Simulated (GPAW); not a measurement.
# A Rh chain with a Cl atom on top of one atom: converging a transmission, part 2 of 5

Aim: the cheapest settings that leave the conductance of a Rh chain with a Cl atom on top of one atom unchanged.

GPAW 26.7.0; GPAW LCAO, PAW setups; Landauer transmission from Green's functions with principal layers (ASE), zero bias.

So far, conductance (G₀): step 2 (the reference run) 3.16; step 3 (another cell) 3.15. Also open channels of the lead at the Fermi level (one spin): step 3 4.

### 4. Varying the width of the vacuum box, box 6 Å

The cell differs from the one that the last finished run ended in (a 5.000 → 6.000 Å, b 5.000 → 6.000 Å).

run.py reads:

```python
import json
import numpy as np
from ase import Atoms
from ase.transport.calculators import TransportCalculator
from gpaw import GPAW, FermiDirac
from gpaw.lcao.tools import get_lcao_hamiltonian
from scipy.linalg import eigh

# The junction with lead layers at both ends, along the third cell vector
device = Atoms(
    ['Rh', 'Rh', 'Rh', 'Rh', 'Rh', 'Rh', 'Rh', 'Rh', 'Cl', 'Rh', 'Rh', 'Rh', 'Rh', 'Rh', 'Rh', 'Rh'],
    positions=[
        [3.00000, 3.00000, 1.15000],
        [3.00000, 3.00000, 3.45000],
        [3.00000, 3.00000, 5.75000],
        [3.00000, 3.00000, 8.05000],
        [3.00000, 3.00000, 10.35000],
        [3.00000, 3.00000, 12.65000],
        [3.00000, 3.00000, 14.95000],
        [3.00000, 3.00000, 17.25000],
        [4.94080, 3.00000, 17.25000],
        [3.00000, 3.00000, 19.55000],
        [3.00000, 3.00000, 21.85000],
        [3.00000, 3.00000, 24.15000],
        [3.00000, 3.00000, 26.45000],
        [3.00000, 3.00000, 28.75000],
        [3.00000, 3.00000, 31.05000],
        [3.00000, 3.00000, 33.35000]],
    cell=[[6.0, 0.0, 0.0], [0.0, 6.0, 0.0], [0.0, 0.0, 34.5]],
    pbc=True)

# One principal layer of the lead: the first 5 atoms of the device
lead = Atoms(
    ['Rh', 'Rh', 'Rh', 'Rh', 'Rh'],
    positions=[
        [3.00000, 3.00000, 1.15000],
        [3.00000, 3.00000, 3.45000],
        [3.00000, 3.00000, 5.75000],
        [3.00000, 3.00000, 8.05000],
        [3.00000, 3.00000, 10.35000]],
    cell=[[6.0, 0.0, 0.0], [0.0, 6.0, 0.0], [0.0, 0.0, 11.5]],
    pbc=True)

settings = dict(mode='lcao', basis='dzp', xc='PBE', h=0.2,
                occupations=FermiDirac(0.1), maxiter=250,
                mixer=dict(beta=0.1, nmaxold=8, weight=100.0),
                convergence=dict(density=0.0001))
energies = np.arange(-3, 3 + 1e-9, 0.075)
eta = 0.0001
n1, n2 = 1, 1
# k and -k transmit alike, so half of the mesh across the current serves
mesh = [(i, j) for i in range(n1) for j in range(n2) if (i, j) <= (-i % n1, -j % n2)]
weights = np.array([1 if (i, j) == (-i % n1, -j % n2) else 2 for i, j in mesh]) / (n1 * n2)


def ground_state(atoms, size, txt):
    atoms.calc = GPAW(kpts={'size': size, 'gamma': True}, symmetry={'tolerance': 1e-3}, txt=txt, **settings)
    atoms.get_potential_energy()
    return atoms.calc.get_fermi_level()


def blocks(atoms, fermi, points, nz, cells):
    """H - E_F S and S between cell 0 and the cells above it, at each point across the current."""
    kz = np.arange(nz) / nz
    calc = atoms.calc.fixed_density(kpts=[(*k, z) for k in points for z in kz], symmetry='off', txt=None)
    H, S = get_lcao_hamiltonian(calc)
    H = (H - fermi * S).reshape(len(H), len(points), nz, *S.shape[1:])
    S = S.reshape(H.shape[1:])
    phases = [np.exp(-2j * np.pi * kz * R) / nz for R in cells]
    return [(np.einsum('skzij,z->ksij', H, p), np.einsum('kzij,z->kij', S, p)) for p in phases]


def pair(a, b):
    return np.block([[a, b], [b.T.conj(), a]])


def count_channels(h, s, cells, nk=240):
    """Half the number of times that the lead's bands cross each energy, unfolded to its shortest repeat."""
    b = len(h) // cells
    bands = []
    for k in (np.arange(nk + 1) + 0.5) / nk:
        hk, sk = h[:b, :b].copy(), s[:b, :b].copy()
        for R in range(1, cells):
            phase, block = np.exp(2j * np.pi * k * R), slice(R * b, (R + 1) * b)
            hk += h[:b, block] * phase + (h[:b, block] * phase).T.conj()
            sk += s[:b, block] * phase + (s[:b, block] * phase).T.conj()
        bands.append(eigh(hk, sk, eigvals_only=True))
    below = np.array(bands)[:, :, None] < energies
    return (below[1:] != below[:-1]).sum((0, 1)) / 2


fermi_lead = ground_state(lead, (1, 1, 10), 'lead.txt')
fermi_device = ground_state(device, (1, 1, 3), 'device.txt')
T, channels, eigen, tail, misfit, shifts = [], [], [], 0.0, 0.0, []
for first in range(0, len(mesh), 434):
    points = [(i / n1, j / n2) for i, j in mesh[first:first + 434]]
    (H0k, S0k), (H1k, S1k), (H2k, _) = blocks(lead, fermi_lead, points, 5, range(3))
    [(Hk, Sk)] = blocks(device, fermi_device, points, 2, [0])
    tail = max(tail, abs(H2k).max())
    for H0, S0, H1, S1, H, S in zip(H0k, S0k, H1k, S1k, Hk, Sk):
        n = len(S0)
        # Shift the lead onto the potential of the device's first layer
        shift = ((H[:, 0, 0] - H0[:, 0, 0]) / S0[0, 0]).real.mean()
        shifts.append(shift)
        misfit = max(misfit, abs(H[:, :n, :n] - H0 - shift * S0).max())
        Tk, Ck, Ek = [], [], []
        for s in range(len(H)):
            t = s % len(H0)  # a lead without moments serves both spins
            h1, s1 = pair(H0[t] + shift * S0, H1[t] + shift * S1), pair(S0, S1)
            leads = dict(h1=h1, s1=s1, energies=energies, eta=eta, eta1=eta, eta2=eta)
            calc = TransportCalculator(h=H[s], s=S, eigenchannels=0, **leads)
            Tk.append(calc.get_transmission())
            Ck.append(count_channels(h1, s1, 10))
        T.append(Tk)
        channels.append(Ck)
        eigen.append(Ek)
T, channels = np.array(T), np.array(channels)
mean, open_channels = np.einsum('kse,k->se', T, weights), np.einsum('kse,k->se', channels, weights)

print(f'basis functions: device {len(S)}, principal layer {n}')
print(f'Fermi level: lead {fermi_lead:.4f} eV, device {fermi_device:.4f} eV; lead shifted by {np.mean(shifts):.4f} eV')
print(f'largest coupling past the next layer {tail:.2e} eV, largest misfit of the first layer {misfit:.3f} eV')
print('  E-E_F (eV)   ' + 'T (one spin)  channels')
for e, t, c in zip(energies, mean.T, open_channels.T):
    print(f'{e:10.3f}  ', *[f'{x:11.4e}' for x in t], *[f'{x:9.4f}' for x in c])

kT = 8.617333e-5 * 300
fine = np.linspace(energies[0], energies[-1], 4001)
both = np.exp(np.interp(fine, energies, np.log(np.maximum(mean.sum(0) * 2 / len(mean), 1e-30))))
fermi = lambda mu: 1 / (1 + np.exp(np.clip((fine - mu) / kT, -200, 200)))
slope = fermi(0) * (1 - fermi(0)) / kT
G = np.trapezoid(both * slope, fine) / 2
seebeck = -np.trapezoid(both * slope * fine, fine) / (2 * G * 300) * 1e6
print(f'conductance at 300 K: {G:.5g} G0 a cell; thermopower {seebeck:.4g} uV/K')
bias = [0.1, 0.2, 0.5, 1.0, 1.5, 2.0]
current = [38.74 * np.trapezoid(both * (fermi(V / 2) - fermi(-V / 2)), fine) for V in bias]
for V, I in zip(bias, current):
    print(f'current from the zero-bias T(E) at {V} V: {I:.5g} uA')
zero = abs(energies).argmin()
json.dump(dict(energies=energies.tolist(), T=mean.tolist(), channels=open_channels.tolist(), G=G, seebeck=seebeck,
               bias=bias, current=current, tail=tail, misfit=misfit, shift=np.mean(shifts), n_device=len(S), n_lead=n,
               fermi=[fermi_lead, fermi_device], energy=device.get_potential_energy(),
               moments=device.get_magnetic_moments().tolist(), mesh=mesh, weights=weights.tolist(),
               T_k=T[:, :, zero].tolist(), eigen=np.array(eigen[0]).tolist()), open('result.json', 'w'))
```

The run is started by

```
$ OMP_NUM_THREADS=1 OPENBLAS_NUM_THREADS=2 python run.py
```

What it wrote:

```text
basis functions: device 418, principal layer 135
Fermi level: lead -2.3877 eV, device -2.2316 eV; lead shifted by 0.0010 eV
largest coupling past the next layer 2.07e-04 eV, largest misfit of the first layer 0.037 eV
  E-E_F (eV)   T (one spin)  [channel counts left out]
    -3.000    2.0126e+00
    -2.925    2.0069e+00
    -2.850    2.0016e+00
    -2.775    1.9960e+00
    -2.700    1.9895e+00
    -2.625    1.9822e+00
    -2.550    1.9753e+00
    -2.475    1.9712e+00
    -2.400    1.9727e+00
    -2.325    1.9841e+00
    -2.250    2.0110e+00
    -2.175    2.0603e+00
    -2.100    2.1389e+00
    -2.025    2.2494e+00
    -1.950    2.3851e+00
    -1.875    2.5290e+00
[...]
2.475    9.6435e-01
     2.550    9.5876e-01
     2.625    9.5380e-01
     2.700    9.4939e-01
     2.775    9.4544e-01
     2.850    9.4189e-01
     2.925    9.3867e-01
     3.000    9.3573e-01
conductance at 300 K: 3.1623 G0 a cell; thermopower 12.23 uV/K
current from the zero-bias T(E) at 0.1 V: 24.781 uA
current from the zero-bias T(E) at 0.2 V: 50.734 uA
current from the zero-bias T(E) at 0.5 V: 133.91 uA
current from the zero-bias T(E) at 1.0 V: 275.87 uA
current from the zero-bias T(E) at 1.5 V: 410.23 uA
current from the zero-bias T(E) at 2.0 V: 529.54 uA
```

Run time: 7.9 min. Hardware: 2 threads of Intel Xeon Platinum 8259CL at 2.50GHz (Skylake/Cascade Lake), shared host; peak memory 1.1 GiB.

Numbers from this step:

| Item | Value |
| --- | --- |
| conductance | 3.162 G₀ |
| largest coupling past the next principal layer | 2.07e-4 eV |
| largest misfit of the first principal layer | 0.03690 eV |
| shift that aligns the lead | 0.001006 eV |
| transmission at the Fermi level (one spin) | 2.978 |

One spin. Table of transmission, zone mean by energy, zero at the Fermi level:

```
energy (eV)  transmission, zone mean
    -3.0000                     2.01
    -2.7750                     2.00
    -2.4750                     1.97
    -2.2500                     2.01
    -2.0250                     2.25
    -1.7250                     2.77
    -1.5000                     2.93
    -1.2750                     2.97
    -1.0500                     4.09
    -0.9750                     3.55
    -0.7500                     3.87
    -0.5250                     4.34
    -0.4500                     4.47
    -0.2250                     4.42
     0.0000                     2.98
     0.2250                     2.93
     0.5250                     2.88
     0.7500                     2.79
     0.9750                     2.07
     1.2750                    0.106
     1.5000                   0.0351
     1.7250                    0.709
     2.0250                    0.999
     2.2500                    0.985
     2.4750                    0.964
     2.7750                    0.945
     3.0000                    0.936
```

Not self-consistent under bias; the bias window is split evenly. The current through one cell, from the zero-bias transmission by bias:

```
bias (V)  current through one cell, from the zero-bias transmission (mA)
   0.100                                                          0.0248
   0.200                                                          0.0507
   0.500                                                           0.134
   1.000                                                           0.276
   1.500                                                           0.410
   2.000                                                           0.530
```

The conductance equals that of the base run to 0.2 %.

### 5. Width of the vacuum box, box 7.5 × 7.5 Å

The cell differs from the one that the last finished run ended in (a 6.000 → 7.500 Å, b 6.000 → 7.500 Å).

Changes to run.py since step 4:

```diff
@@ -12,19 +12,19 @@
     positions=[
-        [3.00000, 3.00000, 1.15000],
-        [3.00000, 3.00000, 3.45000],
-        [3.00000, 3.00000, 5.75000],
-        [3.00000, 3.00000, 8.05000],
-        [3.00000, 3.00000, 10.35000],
-        [3.00000, 3.00000, 12.65000],
-        [3.00000, 3.00000, 14.95000],
-        [3.00000, 3.00000, 17.25000],
-        [4.94080, 3.00000, 17.25000],
-        [3.00000, 3.00000, 19.55000],
-        [3.00000, 3.00000, 21.85000],
-        [3.00000, 3.00000, 24.15000],
-        [3.00000, 3.00000, 26.45000],
-        [3.00000, 3.00000, 28.75000],
-        [3.00000, 3.00000, 31.05000],
-        [3.00000, 3.00000, 33.35000]],
-    cell=[[6.0, 0.0, 0.0], [0.0, 6.0, 0.0], [0.0, 0.0, 34.5]],
+        [3.75000, 3.75000, 1.15000],
+        [3.75000, 3.75000, 3.45000],
+        [3.75000, 3.75000, 5.75000],
+        [3.75000, 3.75000, 8.05000],
+        [3.75000, 3.75000, 10.35000],
+        [3.75000, 3.75000, 12.65000],
+        [3.75000, 3.75000, 14.95000],
+        [3.75000, 3.75000, 17.25000],
+        [5.69080, 3.75000, 17.25000],
+        [3.75000, 3.75000, 19.55000],
+        [3.75000, 3.75000, 21.85000],
+        [3.75000, 3.75000, 24.15000],
+        [3.75000, 3.75000, 26.45000],
+        [3.75000, 3.75000, 28.75000],
+        [3.75000, 3.75000, 31.05000],
+        [3.75000, 3.75000, 33.35000]],
+    cell=[[7.5, 0.0, 0.0], [0.0, 7.5, 0.0], [0.0, 0.0, 34.5]],
     pbc=True)
@@ -35,8 +35,8 @@
     positions=[
-        [3.00000, 3.00000, 1.15000],
-        [3.00000, 3.00000, 3.45000],
-        [3.00000, 3.00000, 5.75000],
-        [3.00000, 3.00000, 8.05000],
-        [3.00000, 3.00000, 10.35000]],
-    cell=[[6.0, 0.0, 0.0], [0.0, 6.0, 0.0], [0.0, 0.0, 11.5]],
+        [3.75000, 3.75000, 1.15000],
+        [3.75000, 3.75000, 3.45000],
+        [3.75000, 3.75000, 5.75000],
+        [3.75000, 3.75000, 8.05000],
+        [3.75000, 3.75000, 10.35000]],
+    cell=[[7.5, 0.0, 0.0], [0.0, 7.5, 0.0], [0.0, 0.0, 11.5]],
     pbc=True)
```

What it wrote:

```text
basis functions: device 418, principal layer 135
Fermi level: lead -3.2253 eV, device -3.1212 eV; lead shifted by 0.0010 eV
largest coupling past the next layer 2.07e-04 eV, largest misfit of the first layer 0.043 eV
  E-E_F (eV)   T (one spin)  [channel counts left out]
    -3.000    2.0056e+00
    -2.925    2.0027e+00
    -2.850    2.0000e+00
[...]
2.925    9.5624e-01
     3.000    9.5083e-01
conductance at 300 K: 3.1622 G0 a cell; thermopower 10.16 uV/K
current from the zero-bias T(E) at 0.1 V: 24.729 uA
current from the zero-bias T(E) at 0.2 V: 50.443 uA
current from the zero-bias T(E) at 0.5 V: 132.48 uA
current from the zero-bias T(E) at 1.0 V: 272.37 uA
current from the zero-bias T(E) at 1.5 V: 404.39 uA
current from the zero-bias T(E) at 2.0 V: 519.01 uA
```

Elapsed: 6 min, on 2 threads; peak memory 1.2 GiB.

One spin. Transmission, zone mean against energy, zero at the Fermi level:

```
energy (eV)  transmission, zone mean
    -3.0000                     2.01
    -2.7750                     2.00
    -2.4750                     1.97
    -2.2500                     2.00
    -2.0250                     2.20
    -1.7250                     2.71
    -1.5000                     2.91
    -1.2750                     2.97
    -0.9750                     3.05
    -0.7500                     3.78
    -0.5250                     4.25
    -0.4500                     4.37
    -0.2250                     4.29
     0.0000                     3.01
     0.2250                     2.95
     0.5250                     2.88
     0.7500                     2.76
     0.9750                     2.11
     1.2750                    0.304
     1.5000                    0.147
     1.7250                  0.00489
     2.0250                    0.835
     2.2500                    0.996
     2.4750                    0.990
     2.7750                    0.967
     3.0000                    0.951
```

The conductance equals that of the base run to 0.2 %.

### 6. Varying the width of the vacuum box, box 11 × 11 Å

The cell differs from the one that the last finished run ended in (a 7.500 → 11.000 Å, b 7.500 → 11.000 Å).

Changes to run.py since step 5:

```diff
@@ -12,19 +12,19 @@
     positions=[
-        [3.75000, 3.75000, 1.15000],
-        [3.75000, 3.75000, 3.45000],
-        [3.75000, 3.75000, 5.75000],
-        [3.75000, 3.75000, 8.05000],
-        [3.75000, 3.75000, 10.35000],
-        [3.75000, 3.75000, 12.65000],
-        [3.75000, 3.75000, 14.95000],
-        [3.75000, 3.75000, 17.25000],
-        [5.69080, 3.75000, 17.25000],
-        [3.75000, 3.75000, 19.55000],
-        [3.75000, 3.75000, 21.85000],
-        [3.75000, 3.75000, 24.15000],
-        [3.75000, 3.75000, 26.45000],
-        [3.75000, 3.75000, 28.75000],
-        [3.75000, 3.75000, 31.05000],
-        [3.75000, 3.75000, 33.35000]],
-    cell=[[7.5, 0.0, 0.0], [0.0, 7.5, 0.0], [0.0, 0.0, 34.5]],
+        [5.50000, 5.50000, 1.15000],
+        [5.50000, 5.50000, 3.45000],
+        [5.50000, 5.50000, 5.75000],
+        [5.50000, 5.50000, 8.05000],
+        [5.50000, 5.50000, 10.35000],
+        [5.50000, 5.50000, 12.65000],
+        [5.50000, 5.50000, 14.95000],
+        [5.50000, 5.50000, 17.25000],
+        [7.44080, 5.50000, 17.25000],
+        [5.50000, 5.50000, 19.55000],
+        [5.50000, 5.50000, 21.85000],
+        [5.50000, 5.50000, 24.15000],
+        [5.50000, 5.50000, 26.45000],
+        [5.50000, 5.50000, 28.75000],
+        [5.50000, 5.50000, 31.05000],
+        [5.50000, 5.50000, 33.35000]],
+    cell=[[11.0, 0.0, 0.0], [0.0, 11.0, 0.0], [0.0, 0.0, 34.5]],
     pbc=True)
@@ -35,8 +35,8 @@
     positions=[
-        [3.75000, 3.75000, 1.15000],
-        [3.75000, 3.75000, 3.45000],
-        [3.75000, 3.75000, 5.75000],
-        [3.75000, 3.75000, 8.05000],
-        [3.75000, 3.75000, 10.35000]],
-    cell=[[7.5, 0.0, 0.0], [0.0, 7.5, 0.0], [0.0, 0.0, 11.5]],
+        [5.50000, 5.50000, 1.15000],
+        [5.50000, 5.50000, 3.45000],
+        [5.50000, 5.50000, 5.75000],
+        [5.50000, 5.50000, 8.05000],
+        [5.50000, 5.50000, 10.35000]],
+    cell=[[11.0, 0.0, 0.0], [0.0, 11.0, 0.0], [0.0, 0.0, 11.5]],
     pbc=True)
```

What it wrote:

```text
basis functions: device 418, principal layer 135
Fermi level: lead -4.1324 eV, device -4.0821 eV; lead shifted by 0.0008 eV
largest coupling past the next layer 2.07e-04 eV, largest misfit of the first layer 0.044 eV
  E-E_F (eV)   T (one spin)  [channel counts left out]
    -3.000    2.0018e+00
    -2.925    1.9991e+00
    -2.850    1.9968e+00
[...]
2.925    1.3272e+00
     3.000    1.5412e+00
conductance at 300 K: 3.1627 G0 a cell; thermopower 9.863 uV/K
current from the zero-bias T(E) at 0.1 V: 24.728 uA
current from the zero-bias T(E) at 0.2 V: 50.425 uA
current from the zero-bias T(E) at 0.5 V: 132.38 uA
current from the zero-bias T(E) at 1.0 V: 271.58 uA
current from the zero-bias T(E) at 1.5 V: 402.66 uA
current from the zero-bias T(E) at 2.0 V: 516.53 uA
```

It took 5.5 min on 2 threads; peak memory 1.9 GiB.

One spin. Table of transmission, zone mean by energy, zero at the Fermi level:

```
energy (eV)  transmission, zone mean
      -3.00                     2.00
      -2.77                     1.99
      -2.55                     1.98
      -2.40                     1.97
      -2.17                     2.04
      -1.95                     2.33
      -1.73                     2.71
      -1.57                     2.86
      -1.35                     2.95
      -1.12                     2.96
      -0.90                     3.45
      -0.75                     3.75
      -0.53                     4.20
      -0.45                     4.33
      -0.30                     4.25
      -0.07                     3.69
       0.00                     3.02
       0.07                     2.99
       0.30                     2.94
       0.53                     2.88
       0.75                     2.76
       0.90                     2.42
       1.12                    0.418
       1.35                    0.328
       1.57                    0.194
       1.73                   0.0573
       1.95                    0.223
       2.17                    0.910
       2.40                    0.999
       2.55                    0.989
       2.77                    0.963
       3.00                     1.54
```

The conductance equals that of the base run to 0.2 %.

(Part 2 of 5 ends here.)

[Logs are printed without paths, hosts, clocks, repeated set-up lines and the standing remarks that a program may print on its own settings, such as how far it seeks lower states.]

[Hosts, paths, dates, database ids (printed as entryN), source tags and the programs' standing remarks are cut or masked in the printed files.]
